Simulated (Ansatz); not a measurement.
**WC (Fm-3m): the cell at rest**

Task: relax WC (Fm-3m) tightly.

Main program and level: Ansatz 0.2.0; DFT PBEsol, scalar-relativistic, plane waves, PAW; PAW set soft_1.

This is a report of a sequence of runs, with most program output left out.

**1. The starting structure**

The structure is cubic, space group Fm-3m (No. 225). Conventional cell: a = 4.385 Å, b = 4.385 Å, c = 4.385 Å, α = 90.00°, β = 90.00°, γ = 90.00°. W has 6 C at 2.19 Å nearest. Nearest to C lie 6 W at 2.19 Å. Farther neighbours are not listed.

**2. Probe on a coarse mesh**

First a cheap look: the gap decides the mesh and the occupations, the pressure tells how far the cell has to move.

input.yaml

```yaml
crystal:
  lattice:
    - [0.0, 2.192684, 2.192684]
    - [2.192684, 0.0, 2.192684]
    - [2.192684, 2.192684, 0.0]
  atoms:
    - { symbol: W, position: [0.0, 0.0, 0.0] }
    - { symbol: C, position: [0.5, 0.5, 0.5] }
kpoints:
  mp_grid: { grid: [8, 8, 8] }
hamiltonian:
  xc: pbesol
  pseudopotentials: { kind: paw, azcp: { folder: soft_1 }, xc_functional: pbe }
scf:
  occupations: { method: gaussian, width: 0.1 }
output:
  forces: true
  stress: true
  eigenvalues: true
```

Run with:

```sh
$ ansatz run input.yaml --threads 4 --pin off --max-ram 10240MiB --backend cpu --events-out ev --progress --plain --runs-dir out
```

It took 1 s on 4 threads of Arm Neoverse V1, shared host; peak memory 0.27 GiB.

This step gave:

| Property | Result |
| --- | --- |
| pressure | -9.728 GPa |
| volume per atom | 10.54 Å³ |
| gap on the k-mesh | 0 eV |

The coarse mesh shows no gap and a pressure of -9.7 GPa.

**3. Coarse relaxation**

A rough relaxation comes first, because large forces or stress need no tight tolerances yet.

Changes to input.yaml since step 2:

```diff
@@ -19 +19,6 @@
   eigenvalues: true
+relax:
+  adjacent_minimum: "off"
+  f_tol: 0.05
+  max_steps: 80
+  cell: { stress_tol: 0.5 }
```

Elapsed: 1.4 s, on 4 threads; peak memory 0.29 GiB.

The steps of the relaxation:

```
step  energy less that of the first step (eV)  largest force component (eV/Å)  pressure (GPa)  volume (Å³)
   1                                   0.0000                          0.0000           -9.73        21.08
   2                                  -0.0142                          0.0000            5.06        20.28
   3                                  -0.0178                          0.0000           -0.22        20.55
  4*                                  -0.0170                          0.0000           -0.26        20.55
```

Relaxation steps marked * repeat the geometry before them on a plane-wave basis chosen anew for their cell, so energy and pressure can jump there.

The run keeps the 48 symmetry operations that it works with, so distortions that break them were not tested.

| conventional cell, symmetrised | before | after | change |
| --- | --- | --- | --- |
| a (Å) | 4.385 | 4.348 | -0.9 % |
| b (Å) | 4.385 | 4.348 | -0.9 % |
| c (Å) | 4.385 | 4.348 | -0.9 % |
| volume (Å³/atom) | 10.54 | 10.27 | -2.5 % |

Final coordinates:

```xyz
2
Lattice="0.0000 2.1739 2.1739 2.1739 0.0000 2.1739 2.1739 2.1739 0.0000" Properties=species:S:1:pos:R:3 pbc="T T T"
W     0.0000    0.0000    0.0000
C     2.1739    2.1739    2.1739
```

This step gave:

| Quantity | Value |
| --- | --- |
| pressure | -0.2590 GPa |
| volume per atom | 10.27 Å³ |

In this step the volume went from 10.54 to 10.27 Å³/atom.

**4. Relaxation**

The cell and atoms are relaxed, since residual forces and stress would shift the frequencies.

input.yaml, the sections that differ from step 3:

```yaml
crystal:
  lattice:
    - [0.0, 2.1738936478, 2.1738936478]
    - [2.1738936478, 0.0, 2.1738936478]
    - [2.1738936478, 2.1738936478, 0.0]
  atoms:
    - { symbol: W, position: [0.0, 0.0, 0.0] }
    - { symbol: C, position: [0.5, 0.5, 0.5] }
kpoints:
  mp_grid: { grid: [16, 16, 16] }
relax:
  adjacent_minimum: "off"
  f_tol: 0.005
  max_steps: 80
  cell: { stress_tol: 0.05 }
# hamiltonian, scf, output: as in step 3
```

The job ended after 3.9 s (4 threads; peak memory 0.35 GiB; 14 s of CPU time).

Little changed from the start: no atom moved by 0.005 Å and no cell edge by 0.1 %.

Numbers from this step:

| Quantity | Value |
| --- | --- |
| pressure | -0.003087 GPa |
| volume per atom | 10.26 Å³ |

In this step the volume went from 10.27 to 10.26 Å³/atom.

**5. Relaxing to small forces for the phonons**

Phonons need a cell at rest on their own settings, so the relaxation is repeated with tight tolerances on forces and stress, using the mesh and the filling of the phonon run that follows.

input.yaml, the sections that differ from step 4:

```yaml
crystal:
  lattice:
    - [0.0, 2.1728443923, 2.1728443923]
    - [2.1728443923, 0.0, 2.1728443923]
    - [2.1728443923, 2.1728443923, 0.0]
  atoms:
    - { symbol: W, position: [0.0, 0.0, 0.0] }
    - { symbol: C, position: [0.5, 0.5, 0.5] }
scf:
  occupations: { method: methfessel_paxton, width: 0.2 }
relax:
  adjacent_minimum: "off"
  f_tol: 0.001
  max_steps: 60
  cell: { stress_tol: 0.01 }
# kpoints, hamiltonian, output: as in step 4
```

Elapsed: 3.5 s, on 4 threads; peak memory 0.35 GiB; 12 s of CPU time.

Little changed from the start: no atom moved by 0.005 Å and no cell edge by 0.1 %.

This step gave:

| Property | Result |
| --- | --- |
| pressure | -2.85e-4 GPa |

The forces vanish by symmetry and the pressure is 0.000 GPa, within the tolerances set. The cell now holds 10.26 Å³/atom.

**6. Summary of results**

* space group after relaxation (within 0.01 Å): Fm-3m
* lattice constant a: 4.346 Å
* lattice constant b: 4.346 Å
* lattice constant c: 4.346 Å
* volume per atom: 10.3 Å³

In words: The forces vanish by symmetry and the pressure is 0.000 GPa, within the tolerances set. The cell now holds 10.26 Å³/atom. The relaxation keeps the symmetry of its start, so it says nothing on stability against lower symmetry. Spin-orbit coupling is left out, which can matter for the heavy elements here. The PAW files were made for PBE and serve the other functionals too.

[Logs are printed without paths, hosts, clocks, repeated set-up lines and the standing remarks that a program may print on its own settings, such as how far it seeks lower states.]

[Hosts, paths, dates, database ids (printed as entryN), source tags and the programs' standing remarks are cut or masked in the printed files.]
